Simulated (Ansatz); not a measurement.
# BN (P6_3mc): phonons and vibrational spectra, part 2 of 2

Task: relax BN (P6_3mc), then find its harmonic phonons.

Ansatz 0.2.0; DFT PBE+D3(BJ), scalar-relativistic, plane waves, PAW; PAW set soft_1.

So far. Step 3 (Relaxing to small forces for the phonons): The largest force component left is 0.13 meV/Å and the pressure is 0.000 GPa, within the tolerances set. The cell now holds 5.88 Å³/atom. Step 4 (Zone-centre response): Before it was imposed, the acoustic sum rule was missed by 2.6e-5 eV/Å² and the charge sum rule by 1.2e-5 e. Small misses are needed for a sound result but don't prove that mesh and cutoff are converged. The relaxed cell has a = 2.541, c = 4.203 Å (conventional setting).

### Step 5. The dispersion (continued)

Harmonic mean-square displacement, third of the trace. Interpolated from a 6×6×4 q mesh. Mean square displacements, by row:

| T (K) | B1 U_eq (Å²) | B2 U_eq (Å²) | N3 U_eq (Å²) | N4 U_eq (Å²) |
| --- | --- | --- | --- | --- |
| 0 | 0.00199 | 0.00199 | 0.00165 | 0.00165 |
| 100 | 0.00201 | 0.00201 | 0.00166 | 0.00166 |
| 300 | 0.00228 | 0.00228 | 0.00193 | 0.00193 |
| 600 | 0.00317 | 0.00317 | 0.00275 | 0.00275 |

Symmetry leaves 21 wavevectors to solve. The lowest mode among them, the acoustic zeros apart, lies at q = (0, 0, 0.25) and is real, 188 cm⁻¹.

### Step 6. Isotope substitution, element B, natural mass 10.81 amu

An isotope changes the mass and not the force constants, so no new electronic calculation is needed; the shifts show which modes move this element.

The same force constants with the mass of B changed from 10.810 to 10.013 u (phonopy, no LO-TO term). Both lists are sorted by frequency; levels can cross, so a row need not hold one and the same mode. Modes under 3 cm⁻¹ are left out. Isotope shifts, by row, the first 40 of 45 rows:

| q | rank | natural mass (cm⁻¹) | changed mass (cm⁻¹) |
| --- | --- | --- | --- |
| 0 0 0 | 4 | 473.4 | 480.6 |
| 0 0 0 | 5 | 473.4 | 480.6 |
| 0 0 0 | 6 | 958.9 | 977 |
| 0 0 0 | 7 | 958.9 | 981.6 |
| 0 0 0 | 8 | 969.8 | 981.6 |
| 0 0 0 | 9 | 1025 | 1047 |
| 0 0 0 | 10 | 1058 | 1081 |
| 0 0 0 | 11 | 1058 | 1081 |
| 0 0 0 | 12 | 1121 | 1156 |
| 0 0 0.25 | 1 | 188.1 | 191.2 |
| 0 0 0.25 | 2 | 188.1 | 191.2 |
| 0 0 0.25 | 3 | 337.8 | 343.2 |
| 0 0 0.25 | 4 | 440 | 446.7 |
| 0 0 0.25 | 5 | 440 | 446.7 |
| 0 0 0.25 | 6 | 861.2 | 872.2 |
| 0 0 0.25 | 7 | 974.3 | 997.2 |
| 0 0 0.25 | 8 | 974.3 | 997.2 |
| 0 0 0.25 | 9 | 1045 | 1068 |
| 0 0 0.25 | 10 | 1045 | 1068 |
| 0 0 0.25 | 11 | 1171 | 1202 |
| 0 0 0.25 | 12 | 1256 | 1284 |
| 0 0 -0.5 | 1 | 341.8 | 347.2 |
| 0 0 -0.5 | 2 | 341.8 | 347.2 |
| 0 0 -0.5 | 3 | 341.8 | 347.2 |
| 0 0 -0.5 | 4 | 341.8 | 347.2 |
| 0 0 -0.5 | 5 | 635.4 | 645.2 |
| 0 0 -0.5 | 6 | 635.4 | 645.2 |
| 0 0 -0.5 | 7 | 1010 | 1034 |
| 0 0 -0.5 | 8 | 1010 | 1034 |
| 0 0 -0.5 | 9 | 1010 | 1034 |
| 0 0 -0.5 | 10 | 1010 | 1034 |
| 0 0 -0.5 | 11 | 1226 | 1255 |
| 0 0 -0.5 | 12 | 1226 | 1255 |
| 0 0.1667 0 | 1 | 245.8 | 249.9 |
| 0 0.1667 0 | 2 | 253.9 | 258.1 |
| 0 0.1667 0 | 3 | 399.5 | 406 |
| 0 0.1667 0 | 4 | 541.6 | 549.9 |
| 0 0.1667 0 | 5 | 628 | 637.6 |
| 0 0.1667 0 | 6 | 941.5 | 961.2 |
| 0 0.1667 0 | 7 | 954.2 | 963.6 |

A mode of this element alone would shift by +3.90 %. The highest zone-centre frequency without the field goes from 1120.6 to 1155.8 cm⁻¹ (+3.1 %). The product of the frequency ratios over all optical modes at Γ is 1.198; the product rule, (m/m′)^(3k/2) (M′/M)^(3/2) with k = 2 such atoms and M the mass of the cell, gives 1.198.

### Step 7. Isotope substitution, element N, natural mass 14.007 amu

The same for N, from 14.01 to 15.00 u.

The same force constants with the mass of N changed from 14.007 to 15.000 u (phonopy, no LO-TO term). Both lists are sorted by frequency; levels can cross, so a row need not hold one and the same mode. Modes under 3 cm⁻¹ are left out. Isotope shifts, by row, the first 40 of 45 rows:

| q | rank | natural mass (cm⁻¹) | changed mass (cm⁻¹) |
| --- | --- | --- | --- |
| 0 0 0 | 4 | 473.4 | 463.7 |
| 0 0 0 | 5 | 473.4 | 463.7 |
| 0 0 0 | 6 | 958.9 | 943.5 |
| 0 0 0 | 7 | 958.9 | 946.2 |
| 0 0 0 | 8 | 969.8 | 946.2 |
| 0 0 0 | 9 | 1025 | 1010 |
| 0 0 0 | 10 | 1058 | 1043 |
| 0 0 0 | 11 | 1058 | 1043 |
| 0 0 0 | 12 | 1121 | 1113 |
| 0 0 0.25 | 1 | 188.1 | 184.4 |
| 0 0 0.25 | 2 | 188.1 | 184.4 |
| 0 0 0.25 | 3 | 337.8 | 331.1 |
| 0 0 0.25 | 4 | 440 | 431 |
| 0 0 0.25 | 5 | 440 | 431 |
| 0 0 0.25 | 6 | 861.2 | 841.8 |
| 0 0 0.25 | 7 | 974.3 | 961.2 |
| 0 0 0.25 | 8 | 974.3 | 961.2 |
| 0 0 0.25 | 9 | 1045 | 1030 |
| 0 0 0.25 | 10 | 1045 | 1030 |
| 0 0 0.25 | 11 | 1171 | 1158 |
| 0 0 0.25 | 12 | 1256 | 1238 |
| 0 0 -0.5 | 1 | 341.8 | 335 |
| 0 0 -0.5 | 2 | 341.8 | 335 |
| 0 0 -0.5 | 3 | 341.8 | 335 |
| 0 0 -0.5 | 4 | 341.8 | 335 |
| 0 0 -0.5 | 5 | 635.4 | 622.5 |
| 0 0 -0.5 | 6 | 635.4 | 622.5 |
| 0 0 -0.5 | 7 | 1010 | 996.3 |
| 0 0 -0.5 | 8 | 1010 | 996.3 |
| 0 0 -0.5 | 9 | 1010 | 996.3 |
| 0 0 -0.5 | 10 | 1010 | 996.3 |
| 0 0 -0.5 | 11 | 1226 | 1210 |
| 0 0 -0.5 | 12 | 1226 | 1210 |
| 0 0.1667 0 | 1 | 245.8 | 241 |
| 0 0.1667 0 | 2 | 253.9 | 249 |
| 0 0.1667 0 | 3 | 399.5 | 391.7 |
| 0 0.1667 0 | 4 | 541.6 | 530.5 |
| 0 0.1667 0 | 5 | 628 | 615.2 |
| 0 0.1667 0 | 6 | 941.5 | 928.2 |
| 0 0.1667 0 | 7 | 954.2 | 928.9 |

A mode of this element alone would shift by -3.37 %. The highest zone-centre frequency without the field goes from 1120.6 to 1113.1 cm⁻¹ (-0.7 %). The product of the frequency ratios over all optical modes at Γ is 0.864; the product rule, (m/m′)^(3k/2) (M′/M)^(3/2) with k = 2 such atoms and M the mass of the cell, gives 0.864.

### Step 8. Summary of results

| Property | Result |
| --- | --- |
| space group after relaxation (within 0.01 Å) | P6_3mc |
| volume per atom | 5.88 Å³ |
| gap on the k-mesh | 5.19 eV |
| highest optical mode at the zone centre (no LO-TO term) | 1121 cm⁻¹ |
| top of the zone-centre spectrum with the field | 1277 cm⁻¹ |
| lowest optical zone-centre mode | 473 cm⁻¹ |
| mean high-frequency dielectric constant | 4.61 |
| mean static dielectric constant | 6.82 |
| largest Born charge (third of the trace) | 1.88 e |
| lowest mode on the q mesh (acoustic modes at Γ apart) | 188 cm⁻¹ |
| highest frequency on the path or at a solved wavevector | 1277 cm⁻¹ |
| zero-point energy per atom | 157 meV |
| heat capacity at 300 K | 8.14 J/(mol atoms K) |
| vibrational entropy at 300 K | 3.41 J/(mol atoms K) |
| Debye temperature (second moment) | 1629 K |
| imaginary modes on the 6×6×4 q mesh | none |

What this shows: The structure is a minimum as far as tested: no mode is imaginary at the 21 irreducible wavevectors of the 6×6×4 mesh, and the softest away from the acoustic zeros lies at 188 cm⁻¹. Without the field, the optical modes at Γ span 473 to 1121 cm⁻¹. The highest mode in this list at Γ, 1120.6 cm⁻¹, is mostly motion of B (76 % of the kinetic energy). With the macroscopic field of the longitudinal modes the top of the zone-centre spectrum lies at 1277 cm⁻¹, against 1121 cm⁻¹ without it. Lattice motion raises the mean dielectric constant from 4.608 to 6.818. The strongest infrared line is at 1058 cm⁻¹. Averaged over orientations, the strongest Raman line at 532 nm and 300 K is at 1025 cm⁻¹, among the modes without the field; their longitudinal partners can be Raman active too. The program warns that the interpolation holds no quadrupole term, so branches close to Γ can be off in this crystal. In the phonons the program treats the change of the C6 weights of the dispersion term with coordination only in part. These are harmonic frequencies at zero temperature: anharmonic shifts, linewidths and thermal expansion are left out.

[Hosts, paths, dates, database ids (printed as entryN), source tags and the programs' standing remarks are cut or masked in the printed files.]
